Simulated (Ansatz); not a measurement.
## Cs on W(100): change of the work function

How does one ordered layer of Cs (hollow site) change the work function of W(100), and what dipole does each adsorbate carry?

Main program and level: Ansatz 0.2.0; plane-wave DFT, PBE, Ansatz PAW.

## Step 1: Starting point

The cell holds 5 atoms: 5 W. Cell: a = 3.160 Å, b = 3.160 Å, c = 24.320 Å, α = 90.0°, β = 90.0°, γ = 90.0°. Vacuum lies along c.

## Step 2: The clean slab

The bare slab comes first, as the zero from which every change is counted. The two lowest layers are held at bulk places and the upper ones relax. The dipole correction removes the false field that a one-sided slab makes across the periodic vacuum, so each face gets a flat vacuum level of its own.

File input.yaml:

```yaml
crystal:
  lattice:
    - [3.16, 0.0, 0.0]
    - [0.0, 3.16, 0.0]
    - [0.0, 0.0, 24.32]
  atoms:
    - { symbol: W, position: [0.0, 0.0, 0.3700657895] }
    - { symbol: W, position: [0.5, 0.5, 0.4350328947] }
    - { symbol: W, position: [0.0, 0.0, 0.5] }
    - { symbol: W, position: [0.5, 0.5, 0.5649671053] }
    - { symbol: W, position: [0.0, 0.0, 0.6299342105] }
kpoints:
  mp_grid: { grid: [12, 12, 1] }
hamiltonian:
  xc: pbe
scf:
  occupations: { method: fermi_dirac, width: 0.1 }
  convergence: { dr2_threshold: 1.0e-08 }
efield:
  axis: 3
  dipole_correction: true
  ramp_position: 0.97
  ramp_width: 0.06
relax:
  f_tol: 0.02
  max_steps: 60
  constraints: [{ sites: [0, 1] }]
output:
  write_potential: true
  write_density: true
  volumetric_format: npy
```

Launch:

```console
$ ansatz run input.yaml --threads 4 --pin off --max-ram 6144MiB --backend cpu --events-out ev --progress --plain --runs-dir out
```

Output:

```text
Engine: ansatz 0.2.0, x86_64-unknown-linux-gnu
Pseudopotentials: kind: paw
Pseudopotential: W, paw, valence charge 14, recommended cutoff 420 eV (normal), W.paw.azcp
Functional definition: PBE
  parameter kappa = 0.804
  parameter beta = 0.066725
  exchange = pbe_x(kappa = kappa, mu = beta*pi^2/3)
  correlation = pbe_c(beta = beta)
Crystal: 5 atoms, lattice volume = 242.850 Å³
Basis set: ecut = 420 eV, 4785 PW (Γ), exchange–correlation on 48×48×360 points (8 copies of the dense FFT grid, shifted against one another)
Bands: 42, of which v1, the nominal top of the filled ones, is band 35 counted from 1 (34 counted from 0)
Symmetry: 8 space group operations
k-points: 28 of 144
Non-local potential: W, projectors of the file, l = 0: 3, l = 1: 2, l = 2: 2, l = 3: 1
PAW form: soft (Blöchl's): semilocal exchange-correlation on the pseudo side does not see the compensation charge
PAW one-centre angular grid: W, 590 points (default); XC on 64 Gauss nodes
Initial density: superposition of atomic densities (neutral atoms: chi_scale 0, normalization atom), corrected by the library's trained network
Initial wavefunctions: pseudopotential atomic-orbital guess
Functional: x = pbe(κ = 0.804, μ = 0.219515), c = pbe(β = 0.066725)
SCF iter   1: F=—  HF=-51918.951096 eV  |F-HF|=—  |Δ(HF+E_count)|=         —  Δρ=5.95e-3  dr2=2.55e-1  ethr=1.77e-3  p=0.000 e·Å  D=1.75e-13 V/Å  ΔV_dip=-0.00 eV  dr2_dipole=1.36e-7  V_vac-E_F(+/−)=4.35/4.35 eV  ⟨swp⟩=8.6  Hψ=5700  notcnv=0
efield: sawtooth ramp at fractional position 0.9700 (set: `efield.ramp_position`, or a place that a band, a saddle search or an elastic batch's reference lends), width 0.0600; the density the first Hamiltonian is built on has a dipole p = 0.000 e·Å; the dipole correction subtracts the counter field D = 1.75e-13 V/Å, which shifts the + side's vacuum level by -0.00 eV against the − side's; the planar-averaged density in the ramp window peaks in size at 1.3e-5 e/Å³
preconditioner: auto → LDOS  [metal: Δε(μ)=0.012 eV  Ē_g=4.218 eV  σ=0.100 eV  W_gap=0.03  n_scr=44 (ndim 8)  ℏωp=13.1 eV  f_vac=0.578  D(μ)=6.08/eV (n_scr^D=36)  β→1.0]
SCF iter   2: F=—  HF=-51918.934205 eV  |F-HF|=—  |Δ(HF+E_count)|=   1.69e-2  Δρ=4.40e-3  dr2=1.09e-1  ethr=3.64e-4  p=0.000 e·Å  D=4.17e-6 V/Å  ΔV_dip=-0.00 eV  dr2_dipole=3.08e-7  V_vac-E_F(+/−)=4.26/4.26 eV  ⟨swp⟩=2.3  Hψ=2028  notcnv=0
SCF iter   3: F=—  HF=-51918.923000 eV  |F-HF|=—  |Δ(HF+E_count)|=   1.12e-2  Δρ=1.09e-3  dr2=7.42e-3  ethr=1.56e-4  p=0.000 e·Å  D=2.29e-6 V/Å  ΔV_dip=-0.00 eV  dr2_dipole=1.80e-8  V_vac-E_F(+/−)=4.26/4.26 eV  ⟨swp⟩=2.0  Hψ=1782  notcnv=0
SCF iter   4: F=—  HF=-51918.923163 eV  |F-HF|=—  |Δ(HF+E_count)|=   1.63e-4  Δρ=3.17e-4  dr2=3.30e-4  ethr=1.06e-5  p=0.000 e·Å  D=1.72e-6 V/Å  ΔV_dip=-0.00 eV  dr2_dipole=1.10e-9  V_vac-E_F(+/−)=4.24/4.24 eV  ⟨swp⟩=2.3  Hψ=1596  notcnv=0
SCF iter   5: F=—  HF=-51918.923250 eV  |F-HF|=—  |Δ(HF+E_count)|=   8.72e-5  Δρ=1.24e-4  dr2=3.15e-5  ethr=4.72e-7  p=0.000 e·Å  D=1.00e-6 V/Å  ΔV_dip=-0.00 eV  dr2_dipole=1.10e-10  V_vac-E_F(+/−)=4.23/4.23 eV  ⟨swp⟩=3.1  Hψ=2006  notcnv=0
SCF iter   6: F=—  HF=-51918.923288 eV  |F-HF|=—  |Δ(HF+E_count)|=   3.79e-5  Δρ=4.16e-5  dr2=4.77e-6  ethr=4.50e-8  p=0.000 e·Å  D=2.04e-7 V/Å  ΔV_dip=-0.00 eV  dr2_dipole=2.62e-12  V_vac-E_F(+/−)=4.23/4.23 eV  ⟨swp⟩=2.6  Hψ=2048  notcnv=0
SCF iter   7: F=—  HF=-51918.923579 eV  |F-HF|=—  |Δ(HF+E_count)|=   2.92e-4  Δρ=1.09e-5  dr2=2.41e-7  ethr=6.81e-9  p=0.000 e·Å  D=5.52e-8 V/Å  ΔV_dip=-0.00 eV  dr2_dipole=5.97e-12  V_vac-E_F(+/−)=4.23/4.23 eV  ⟨swp⟩=3.0  Hψ=2272  notcnv=0
SCF iter   8: F=—  HF=-51918.923580 eV  |F-HF|=—  |Δ(HF+E_count)|=   8.24e-7  Δρ=2.94e-6  dr2=3.53e-8  ethr=3.45e-10  p=0.000 e·Å  D=1.23e-9 V/Å  ΔV_dip=-0.00 eV  dr2_dipole=2.46e-13  V_vac-E_F(+/−)=4.23/4.23 eV  ⟨swp⟩=3.1  Hψ=2338  notcnv=0
SCF iter   9: F=-51918.923580 eV  HF=-51918.923580 eV  |F-HF|=8.21e-9  |Δ(HF+E_count)|=   5.96e-8  Δρ=8.66e-7  dr2=5.36e-9  ethr=1.43e-11  p=-0.000 e·Å  D=-1.94e-8 V/Å  ΔV_dip=0.00 eV  dr2_dipole=1.36e-12  V_vac-E_F(+/−)=4.23/4.23 eV  ⟨swp⟩=11.4  Hψ=9033  notcnv=0
SCF 1 converged in 9 iterations: F = -51918.923580 eV  dr2 = 5.36e-9
  greatest PAW one-centre occupation: 1.000 electrons in one spin orbital (limit 2), on the W atom at site 0 (counted from 0), in its partial waves of l = 0
relax step   1: F+E_penalty+E_count = -51918.92358024 eV  Δ(F+E_penalty+E_count) = +0.000e0 eV  max|allowed force component| = 1.592e0 eV/Å  Δτ_max = 0.0000 Å  (9 SCF iters, accepted)
Initial density: handed on by an earlier stage of this run
Initial wavefunctions: those handed on with the density
SCF iter   1: F=—  HF=-51918.860676 eV  |F-HF|=—  |Δ(HF+E_count)|=         —  Δρ=1.54e-2  dr2=6.16e0  ethr=3.10e-3  p=-0.000 e·Å  D=-1.58e-7 V/Å  ΔV_dip=0.00 eV  dr2_dipole=1.87e0  V_vac-E_F(+/−)=4.30/4.30 eV  ⟨swp⟩=6.5  Hψ=3751  notcnv=0
efield: sawtooth ramp at fractional position 0.9700 (set: `efield.ramp_position`, or a place that a band, a saddle search or an elastic batch's reference lends), width 0.0600; the density the first Hamiltonian is built on has a dipole p = -0.000 e·Å; the dipole correction subtracts the counter field D = -1.58e-7 V/Å, which shifts the + side's vacuum level by +0.00 eV against the − side's; the planar-averaged density in the ramp window peaks in size at 1.5e-6 e/Å³
preconditioner: auto → LDOS  [metal: Δε(μ)=0.006 eV  Ē_g=4.379 eV  σ=0.100 eV  W_gap=0.01  n_scr=44 (ndim 8)  ℏωp=13.1 eV  f_vac=0.587  D(μ)=5.24/eV (n_scr^D=14)  β→1.0]
SCF iter   2: F=—  HF=-51918.713987 eV  |F-HF|=—  |Δ(HF+E_count)|=   1.47e-1  Δρ=5.16e-3  dr2=4.47e-1  ethr=3.10e-3  p=0.010 e·Å  D=7.11e-3 V/Å  ΔV_dip=-0.17 eV  dr2_dipole=4.53e-2  V_vac-E_F(+/−)=4.02/4.20 eV  ⟨swp⟩=2.5  Hψ=1825  notcnv=0
SCF iter   3: F=—  HF=-51918.691291 eV  |F-HF|=—  |Δ(HF+E_count)|=   2.27e-2  Δρ=2.17e-3  dr2=7.74e-2  ethr=6.38e-4  p=0.001 e·Å  D=9.34e-4 V/Å  ΔV_dip=-0.02 eV  dr2_dipole=4.37e-3  V_vac-E_F(+/−)=4.21/4.23 eV  ⟨swp⟩=2.5  Hψ=1825  notcnv=0
SCF iter   4: F=—  HF=-51918.684661 eV  |F-HF|=—  |Δ(HF+E_count)|=   6.63e-3  Δρ=4.62e-4  dr2=2.96e-3  ethr=1.11e-4  p=0.004 e·Å  D=2.87e-3 V/Å  ΔV_dip=-0.07 eV  dr2_dipole=7.96e-4  V_vac-E_F(+/−)=4.16/4.23 eV  ⟨swp⟩=2.2  Hψ=1741  notcnv=0
SCF iter   5: F=—  HF=-51918.684364 eV  |F-HF|=—  |Δ(HF+E_count)|=   2.97e-4  Δρ=1.49e-4  dr2=1.60e-4  ethr=4.23e-6  p=0.004 e·Å  D=3.15e-3 V/Å  ΔV_dip=-0.08 eV  dr2_dipole=3.00e-6  V_vac-E_F(+/−)=4.15/4.23 eV  ⟨swp⟩=2.4  Hψ=1933  notcnv=0
[...]
SCF iter   5: F=—  HF=-51919.034444 eV  |F-HF|=—  |Δ(HF+E_count)|=   9.55e-5  Δρ=1.12e-4  dr2=5.69e-5  ethr=4.38e-7  p=0.007 e·Å  D=5.15e-3 V/Å  ΔV_dip=-0.13 eV  dr2_dipole=1.35e-6  V_vac-E_F(+/−)=4.13/4.25 eV  ⟨swp⟩=3.0  Hψ=2336  notcnv=0
SCF iter   6: F=—  HF=-51919.034436 eV  |F-HF|=—  |Δ(HF+E_count)|=   8.51e-6  Δρ=3.86e-5  dr2=9.60e-6  ethr=8.13e-8  p=0.007 e·Å  D=5.01e-3 V/Å  ΔV_dip=-0.12 eV  dr2_dipole=2.38e-6  V_vac-E_F(+/−)=4.13/4.25 eV  ⟨swp⟩=2.0  Hψ=1754  notcnv=0
SCF iter   7: F=—  HF=-51919.034732 eV  |F-HF|=—  |Δ(HF+E_count)|=   2.97e-4  Δρ=1.68e-5  dr2=1.14e-6  ethr=1.37e-8  p=0.006 e·Å  D=4.83e-3 V/Å  ΔV_dip=-0.12 eV  dr2_dipole=2.79e-7  V_vac-E_F(+/−)=4.13/4.25 eV  ⟨swp⟩=2.3  Hψ=1674  notcnv=0
SCF iter   8: F=—  HF=-51919.034732 eV  |F-HF|=—  |Δ(HF+E_count)|=   3.20e-7  Δρ=6.21e-6  dr2=1.03e-7  ethr=1.62e-9  p=0.006 e·Å  D=4.79e-3 V/Å  ΔV_dip=-0.12 eV  dr2_dipole=1.64e-10  V_vac-E_F(+/−)=4.13/4.25 eV  ⟨swp⟩=2.5  Hψ=1992  notcnv=0
SCF iter   9: F=—  HF=-51919.034733 eV  |F-HF|=—  |Δ(HF+E_count)|=   1.32e-7  Δρ=2.56e-6  dr2=3.69e-8  ethr=1.43e-11  p=0.006 e·Å  D=4.77e-3 V/Å  ΔV_dip=-0.12 eV  dr2_dipole=6.28e-10  V_vac-E_F(+/−)=4.13/4.25 eV  ⟨swp⟩=12.2  Hψ=9834  notcnv=0
SCF iter  10: F=-51919.034733 eV  HF=-51919.034733 eV  |F-HF|=8.20e-9  |Δ(HF+E_count)|=   8.29e-9  Δρ=7.82e-7  dr2=2.92e-9  ethr=1.43e-11  p=0.006 e·Å  D=4.77e-3 V/Å  ΔV_dip=-0.12 eV  dr2_dipole=2.49e-11  V_vac-E_F(+/−)=4.13/4.25 eV  ⟨swp⟩=9.2  Hψ=8754  notcnv=0
SCF 3 converged in 10 iterations: F = -51919.034733 eV  dr2 = 2.92e-9
relax step   3: F+E_penalty+E_count = -51919.03473260 eV  Δ(F+E_penalty+E_count) = -1.112e-1 eV  max|allowed force component| = 2.016e-1 eV/Å  Δτ_max = 0.0990 Å  (10 SCF iters, accepted)
SCF iter   1: F=—  HF=-51919.036585 eV  |F-HF|=—  |Δ(HF+E_count)|=         —  Δρ=7.31e-4  dr2=7.74e-3  ethr=3.62e-4  p=0.006 e·Å  D=4.77e-3 V/Å  ΔV_dip=-0.12 eV  dr2_dipole=1.41e-3  V_vac-E_F(+/−)=4.13/4.25 eV  ⟨swp⟩=1.9  Hψ=1723  notcnv=0
efield: sawtooth ramp at fractional position 0.9700 (set: `efield.ramp_position`, or a place that a band, a saddle search or an elastic batch's reference lends), width 0.0600; the density the first Hamiltonian is built on has a dipole p = 0.006 e·Å; the dipole correction subtracts the counter field D = 4.77e-3 V/Å, which shifts the + side's vacuum level by -0.12 eV against the − side's; the planar-averaged density in the ramp window peaks in size at 2.1e-6 e/Å³
preconditioner: auto → LDOS  [metal: Δε(μ)=0.017 eV  Ē_g=4.256 eV  σ=0.100 eV  W_gap=0.04  n_scr=44 (ndim 8)  ℏωp=13.1 eV  f_vac=0.581  D(μ)=6.09/eV (n_scr^D=36)  β→1.0]
SCF iter   2: F=—  HF=-51919.036460 eV  |F-HF|=—  |Δ(HF+E_count)|=   1.25e-4  Δρ=4.41e-4  dr2=2.28e-3  ethr=1.11e-5  p=0.006 e·Å  D=4.44e-3 V/Å  ΔV_dip=-0.11 eV  dr2_dipole=2.62e-5  V_vac-E_F(+/−)=4.14/4.25 eV  ⟨swp⟩=2.0  Hψ=1771  notcnv=0
SCF iter   3: F=—  HF=-51919.036277 eV  |F-HF|=—  |Δ(HF+E_count)|=   1.83e-4  Δρ=1.27e-4  dr2=1.73e-4  ethr=3.26e-6  p=0.006 e·Å  D=4.65e-3 V/Å  ΔV_dip=-0.11 eV  dr2_dipole=2.40e-8  V_vac-E_F(+/−)=4.14/4.25 eV  ⟨swp⟩=2.1  Hψ=1634  notcnv=0
SCF iter   4: F=—  HF=-51919.036254 eV  |F-HF|=—  |Δ(HF+E_count)|=   2.39e-5  Δρ=2.81e-5  dr2=2.75e-6  ethr=2.47e-7  p=0.006 e·Å  D=4.59e-3 V/Å  ΔV_dip=-0.11 eV  dr2_dipole=2.07e-8  V_vac-E_F(+/−)=4.14/4.25 eV  ⟨swp⟩=3.1  Hψ=1951  notcnv=0
SCF iter   5: F=—  HF=-51919.036537 eV  |F-HF|=—  |Δ(HF+E_count)|=   2.84e-4  Δρ=1.20e-5  dr2=5.50e-7  ethr=3.93e-9  p=0.006 e·Å  D=4.56e-3 V/Å  ΔV_dip=-0.11 eV  dr2_dipole=7.34e-9  V_vac-E_F(+/−)=4.14/4.25 eV  ⟨swp⟩=2.9  Hψ=2275  notcnv=0
SCF iter   6: F=—  HF=-51919.036538 eV  |F-HF|=—  |Δ(HF+E_count)|=   4.48e-7  Δρ=5.05e-6  dr2=1.34e-7  ethr=7.86e-10  p=0.006 e·Å  D=4.56e-3 V/Å  ΔV_dip=-0.11 eV  dr2_dipole=2.26e-9  V_vac-E_F(+/−)=4.14/4.25 eV  ⟨swp⟩=2.3  Hψ=1807  notcnv=0
SCF iter   7: F=—  HF=-51919.036538 eV  |F-HF|=—  |Δ(HF+E_count)|=   1.56e-7  Δρ=1.70e-6  dr2=1.87e-8  ethr=1.91e-10  p=0.006 e·Å  D=4.56e-3 V/Å  ΔV_dip=-0.11 eV  dr2_dipole=2.65e-10  V_vac-E_F(+/−)=4.14/4.25 eV  ⟨swp⟩=2.4  Hψ=1681  notcnv=0
SCF iter   8: F=-51919.036538 eV  HF=-51919.036538 eV  |F-HF|=8.22e-10  |Δ(HF+E_count)|=   2.06e-8  Δρ=2.86e-7  dr2=4.82e-10  ethr=1.43e-11  p=0.006 e·Å  D=4.56e-3 V/Å  ΔV_dip=-0.11 eV  dr2_dipole=4.91e-11  V_vac-E_F(+/−)=4.14/4.25 eV  ⟨swp⟩=11.2  Hψ=8810  notcnv=0
SCF 4 converged in 8 iterations: F = -51919.036538 eV  dr2 = 4.82e-10
relax step   4: F+E_penalty+E_count = -51919.03653794 eV  Δ(F+E_penalty+E_count) = -1.805e-3 eV  max|allowed force component| = 1.013e-2 eV/Å  Δτ_max = 0.0132 Å  (8 SCF iters, accepted)
NSCF: frozen V_eff on 28 k-points
the band table was solved once a step of the walk had ended and its energy, with any forces and stress, was formed, with the checks that follow a solve (5699 applications of the Hamiltonian). They found nothing against the state; the energy, forces and stress were not computed again (output.eigenvalues in the input reference)
WARN: The output density's exchange-correlation potential varies sharply where the density is thin. Do not read a vacuum level from v_tot or v_xc, or from such a field of the output density. On a cell that repeats whose density bears no net charge and no dipole along the vacuum's axis use v_es (v_loc + v_h of the components); under efield.dipole_correction with no amplitude use v_es + v_field, which holds any externa [...]
SCF converged after 8 iterations
Free energy (F): -51919.036538 eV
Harris-Foulkes:  -51919.036538 eV  (|F-HF|=8.22e-10)
Internal energy: -51918.841452 eV  (E = F + TS)
E sigma→0 (E₀):  -51918.938995 eV
Entropy (-TS):   -0.195086 eV (-39.017 meV/atom)
Fermi energy:    4.625999 eV
Dipole field:    D = 0.004553 V/Å  (p = 0.006111 e·Å, saw-weighted, corrected)
Work function:   Φ+ = 4.1402 eV   Φ− = 4.2509 eV
Levels:          The Fermi level and band energies are counted from a zero that moves with the ramp; work functions are not
--- Per-component energies (eV) ---
  E_band       = -1645.874116
  E_kinetic    = 2239.392052
  E_local      = -86026.431522  (includes V_loc(G=0)·N_el)
  E_nonlocal   = 8.030762
  E_hartree    = 41971.393688
  E_xc         = -1327.462600
  E_vxc        = -1184.410985  (∫ρ·V_xc dr)
  E_paw        = -42812.968297  (= ΣΔE_a)
  E_vpaw       = -625.239658  (= ΣTr[D̂ρ^β])
  E_aug_tail   = -0.000292  (compensation charges beyond the density's cutoff)
  E_efield     = 0.000014  (sawtooth field / dipole correction)
  E_vefield    = 0.001484  (∫n·V_field dr)
  E_ewald      = 34029.204743
  E_smearing   = -0.195086  (= −TS)
  E_closure    = -0.000000  (closes the sum)
  Σ components = -51919.036538   (vs F -51919.036538, Δ=0.00e0)
--- Forces (eV/Å), atoms counted from 1 ---
  atom   1  W      0.00000000    -0.00000000     1.17619821
  atom   2  W     -0.00000000     0.00000000    -1.16365804
  atom   3  W      0.00000000     0.00000000     0.00643864
  atom   4  W     -0.00000000    -0.00000000    -0.00883332
  atom   5  W     -0.00000000     0.00000000    -0.01013388
  max |Σ_I F_I| component: 1.16e-5 eV/Å
--- Band table (eV; the first three rows and the last of 28) ---
  k-point 0: bands = [... 31 lower, 3.9668, 3.9668, 4.2629, 4.3964, 4.5526, 4.7209, 4.7256, 4.7256, ... 3 higher]
  k-point 1: bands = [... 31 lower, 3.9951, 4.0760, 4.0848, 4.3099, 4.4402, 4.6657, 5.2346, 5.2855, ... 3 higher]
  k-point 2: bands = [... 31 lower, 3.8308, 3.8974, 3.9275, 4.0569, 4.7980, 5.0730, 5.4757, 5.6383, ... 3 higher]
  k-point 27: bands = [... 31 lower, 3.6812, 3.6812, 6.3929, 6.3929, 6.4506, 6.5904, 7.0051, 7.0051, ... 3 higher]
--- Relaxed structure (4 steps of the walk, 3 accepted, 0 SCFs on fresh bases) ---
  F+E_penalty+E_count = -51919.03653794 eV   max|allowed force component| = 1.013e-2 eV/Å
  atoms:
    - { symbol: W, position: [0.0, 0.0, 0.3700657895] }
    - { symbol: W, position: [0.500000, 0.500000, 0.435033] }
    - { symbol: W, position: [0, 0, 0.499966] }
    - { symbol: W, position: [0.500000, 0.500000, 0.567590] }
    - { symbol: W, position: [-5.274927e-18, 0, 0.626407] }
```

Wall time 8.2 s (4 threads of AMD EPYC 9R45 (Zen 5), shared host); peak memory 0.68 GiB; 30 s of CPU time.

The column dr2 measures how far the density is from self-consistency, as an energy; F and HF (Harris–Foulkes) agree once it is small.

The steps of the relaxation:

```
step  energy less that of the first step (eV)  largest force component (eV/Å)
   1                                   0.0000                          1.5923
   2                                   0.2389                          2.9711
   3                                  -0.1112                          0.2016
   4                                  -0.1130                          0.0101
```

Relaxation step 2 was tried and not accepted.

Forces are held to the 8 operations that the program found; a distortion that breaks them can't arise in this run.

The atoms that moved most (Å):

```
atom     dx     dy      dz  length
  W5  0.000  0.000  -0.086   0.086
  W4  0.000  0.000   0.064   0.064
```

The relaxed structure:

```xyz
5
Lattice="3.1600 0.0000 0.0000 0.0000 3.1600 0.0000 0.0000 0.0000 24.3200" Properties=species:S:1:pos:R:3
W     0.0000    0.0000    9.0000
W     1.5800    1.5800   10.5800
W     0.0000    0.0000   12.1592
W     1.5800    1.5800   13.8038
W     0.0000    0.0000   15.2342
```

Read from the output:

```
energy at zero smearing        : -51918.9390 eV
work function, upper face      : 4.140 eV
work function, lower face      : 4.251 eV
dipole along the normal        : 0.006111 e·Å
step between the vacuum levels : -0.1107 eV
```

Running mean over 1.58 Å of the planar mean; the ramp of the sawtooth is left out. Electron's electrostatic potential energy less the Fermi level against z:

z (Å), electron's electrostatic potential energy less the Fermi level (eV) and a bar from the least value:
```
      3.0        4.3 ##############################
      3.5        4.3 ##############################
      4.0        4.3 ##############################
      4.5        4.2 ##############################
      5.0        4.2 ##############################
      5.5        4.2 ##############################
      6.0        4.2 ##############################
      6.5        4.0 ##############################
      7.0        3.4 #############################
      7.5        1.7 ##########################
      8.0       -2.6 ###################
      8.5       -8.0 ##########
      9.0      -11.3 ####
      9.5      -12.2 ###
     10.0      -12.4 ###
     10.5      -12.5 ##
     11.0      -12.6 ##
     11.5      -12.7 ##
     12.0      -12.6 ##
     12.5      -12.2 ###
     13.0      -12.0 ###
     13.5      -12.4 ##
     14.0      -13.4 #
     14.5      -13.9 
     15.0      -13.0 #
     15.5      -10.2 ######
     16.0       -5.2 ##############
     16.5        0.0 #######################
     17.0        2.8 ############################
     17.5        3.7 #############################
     18.0        4.0 ##############################
     18.5        4.1 ##############################
     19.0        4.1 ##############################
     19.5        4.1 ##############################
     20.0        4.1 ##############################
     20.5        4.1 ##############################
     21.0        4.1 ##############################
```

The relaxation took 4 steps and lowered the energy by 0.11 eV; the largest force on the free atoms ends at 0.010 eV/Å.

The work function of the upper face is 4.14 eV.

(Continued in part 2 of 3.)

[Long decimals in the printed logs are rounded to 6 places.]

[Logs are printed without paths, hosts, clocks, repeated set-up lines and the standing remarks that a program may print on its own settings, such as how far it seeks lower states.]

[Hosts, paths, dates, database ids (printed as entryN), source tags and the programs' standing remarks are cut or masked in the printed files.]

[Maps of the electrostatic potential energy from Ansatz leave out the sawtooth potential of an applied field or a dipole correction, so their vacuum need not be flat; planar profiles and work functions include it.]
